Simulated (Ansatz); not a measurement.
Rows from a G0W0 calculation on Y4S3N2 (C2/m) (Ansatz 0.2.0; G0W0 on PBE, plane waves, PAW; PAW set soft_1; 4×4×2 mesh, 172 empty bands, screening to 54 eV, PAW set soft_1 files), in eV. Spin-orbit coupling is left out.

```tsv
row	Σx	Σc	Vxc	Z
A	-20.13	3.09	-17.13	0.75
B	-7.70	-4.34	-12.91	0.78
C	-8.27	-3.56	-12.54	0.79
D	-20.01	3.42	-16.63	0.74
E	-6.99	-3.98	-11.62	0.79
F	-8.29	-3.54	-12.53	0.79
```

Q: Which rows are filled states and which are empty ones, and how can one tell?

Filled: A and D. Empty: B, C, E and F. The sign of Σc tells: for a filled state bare exchange, which holds its interaction with itself, lies below Vxc (Σx − Vxc is -3.0 eV or lower here) and screening gives part back as a positive Σc. For an empty state Σx lies above Vxc (+4.2 eV or more) and the Coulomb hole leaves Σc negative.

[Paths, hosts, dates, memory and timing lines, banners, echoed tables and standing remarks are left out of the program output.]

[Logs are printed without paths, hosts, clocks, repeated set-up lines and the standing remarks that a program may print on its own settings, such as how far it seeks lower states.]

[Runs of the session that timed out or met a known fault of the program may be left out.]

[Cells called generated may have been cut or substituted from an entry of the Crystallography Open Database or the Materials Project.]

[Hosts, paths, dates, database ids (printed as entryN), source tags and the programs' standing remarks are cut or masked in the printed files.]
